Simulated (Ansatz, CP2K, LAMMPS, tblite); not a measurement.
**Other levels on amorphous poly(vinyl fluoride) (as short chains C22F10H36) at 300 K (136 atoms)**

Density of this cell: 1.30 g/cm³. The cell holds 136 atoms: 44 C, 20 F and 72 H. Cell: a = 10.781 Å, b = 10.781 Å, c = 10.781 Å, α = 90.0°, β = 90.0°, γ = 90.0°. 2 poly(vinyl fluoride) chains of 10 units with methyl end groups placed at random, at 1.3 g/cm³; overlaps pushed apart, then 20 ps at 800 K with MMFF94 bonds, angles, torsions, charges and radii (Halgren, J. Comput. Chem. 17, 490 (1996)) in harmonic and 12-6 forms. Snapshot after 30 ps at 300 K and fixed volume.

Geometry: as built.

The reference, a calculation:

| Property | Result |
| --- | --- |
| method | Kohn-Sham DFT, PBE, PAW, plane waves (Ansatz 0.2.0); cutoff 420 eV, Γ point, fermi-dirac smearing of 0.05 eV; PAW set soft_2 |
| r.m.s. force component | 0.9904 eV/Å |
| longest force | 4.455 eV/Å |
| pressure | 5.799 GPa |
| gap (highest filled to lowest empty level) | 6.168 eV |
| SCF cycles | 9 |
| time | 14 s on 4 threads of Arm Neoverse V2, shared host |
| CPU time | 51 s |

Q: Estimate the differences from the reference, the CPU time and the memory of each run.
- CP2K PBE, DZVP-MOLOPT-SR, 420/50 Ry, diagonalisation (CP2K 2026.2; 2 threads)
- CP2K PBE, SZV-MOLOPT-SR, 600/50 Ry, TC2 filter 1e-07, SCF 1e-07 (CP2K 2026.2; 2 threads)
- CP2K PBE, SZV-MOLOPT-SR, 600/50 Ry, diagonalisation (CP2K 2026.2; 2 threads)
- CP2K PBE+rVV10L, DZVP-MOLOPT-SR, 600/50 Ry, diagonalisation (CP2K 2026.2; 2 threads)
- CP2K PBE, DZVP-MOLOPT-SR, 600/50 Ry, OT DIIS (CP2K 2026.2; 4 MPI ranks)
- tblite GFN1-xTB (tblite 0.8.0; 1 thread)
- CP2K GFN1-xTB, diagonalisation (CP2K 2026.2; 1 thread)
- CP2K PBE, DZVP-MOLOPT-SR, 210/50 Ry, diagonalisation (CP2K 2026.2; 2 threads)
- CP2K PBE, DZVP-MOLOPT-SR, 600/50 Ry, diagonalisation (CP2K 2026.2; 4 MPI ranks)

Differences are against the plane-wave reference, forces as r.m.s. over components; share is that over the reference's r.m.s. force, slope the least-squares factor from reference forces to these. Total energies of different programs have different zeros and aren't compared.

| run | Δ force, r.m.s. (meV/Å) | share (%) | slope | Δ pressure (GPa) | Δ gap (eV) | cores | CPU time | memory (GiB) |
| --- | --- | --- | --- | --- | --- | --- | --- | --- |
| reference | - | - | - | - | - | 4 | 51 s | 1.5 |
| CP2K PBE, DZVP-MOLOPT-SR, 420/50 Ry, diagonalisation (coarse) | 165 | 16.7 | 1.072 | 0.715 | 1.15 | 2 | 4.8 min | 1.9 |
| CP2K PBE, SZV-MOLOPT-SR, 600/50 Ry, TC2 filter 1e-07, SCF 1e-07 (coarse) | 1579 | 159 | 1.857 | 7.88 | - | 2 | 92 s | 1.6 |
| CP2K PBE, SZV-MOLOPT-SR, 600/50 Ry, diagonalisation (coarse) | 1578 | 159 | 1.856 | 7.88 | 2.87 | 2 | 3.2 min | 2.9 |
| CP2K PBE+rVV10L, DZVP-MOLOPT-SR, 600/50 Ry, diagonalisation | 153 | 15.5 | 1.081 | 0.209 | 1.07 | 2 | 10 min | 5.8 |
| CP2K PBE, DZVP-MOLOPT-SR, 600/50 Ry, OT DIIS | 150 | 15.1 | 1.075 | 0.652 | 1.15 | 4 | 10 min | 2.7 |
| tblite GFN1-xTB | 398 | 40.1 | 0.770 | -3.64 | - | 1 | 2.5 s | 0.17 |
| CP2K GFN1-xTB, diagonalisation | 396 | 40.0 | 0.771 | -3.66 | - | 1 | 6.2 s | 0.25 |
| CP2K PBE, DZVP-MOLOPT-SR, 210/50 Ry, diagonalisation (coarse) | 677 | 68.3 | 1.132 | 0.813 | 1.15 | 2 | 4.5 min | 0.94 |
| CP2K PBE, DZVP-MOLOPT-SR, 600/50 Ry, diagonalisation | 150 | 15.1 | 1.075 | 0.652 | 1.16 | 4 | 5.9 min | 4.0 |

Rows marked coarse were listed beforehand as settings not expected to be converged; some can still land near the reference.

CPU time is summed over cores on a shared host, where runs went side by side, so it is rough. Symmetry, cutoffs, thresholds, outputs and thread counts weren't matched or tuned between programs; memory under MPI is the largest rank's times the ranks.

The PBE runs in local orbitals, coarse settings apart, differ by 15 % in each run; basis, grid and potentials can all enter. Tight binding differs by 40 % in each run; it is another model, with fitted parameters of its own, and the xTB methods hold dispersion. Rows with another functional or a dispersion term differ by 15 % (CP2K PBE+rVV10L, DZVP-MOLOPT-SR, 600/50 Ry, diagonalisation), which mixes the change of model with differences of basis and potentials. Runs with settings chosen to be coarse differ by 17 % (CP2K PBE, DZVP-MOLOPT-SR, 420/50 Ry, diagonalisation) to 159 % (CP2K PBE, SZV-MOLOPT-SR, 600/50 Ry, TC2 filter 1e-07, SCF 1e-07), their programs' other errors included. Periodic xTB results under one method name differ between programs and library versions. The network of contacts between molecules at the start is that of the classical potential that made the cell, and needn't be the one that DFT or experiment would give. The electronic-structure runs sample only Γ, in a cell whose shortest periodic width is 11 Å.

[Hosts, paths, dates, database ids (printed as entryN), source tags and the programs' standing remarks are cut or masked in the printed files.]

[The MMFF94 radii named for the starting cell were scaled by 0.96; in molecules described by MMFF94, hydrogen bound to N, O or S took a small fixed 12-6 site in their place.]
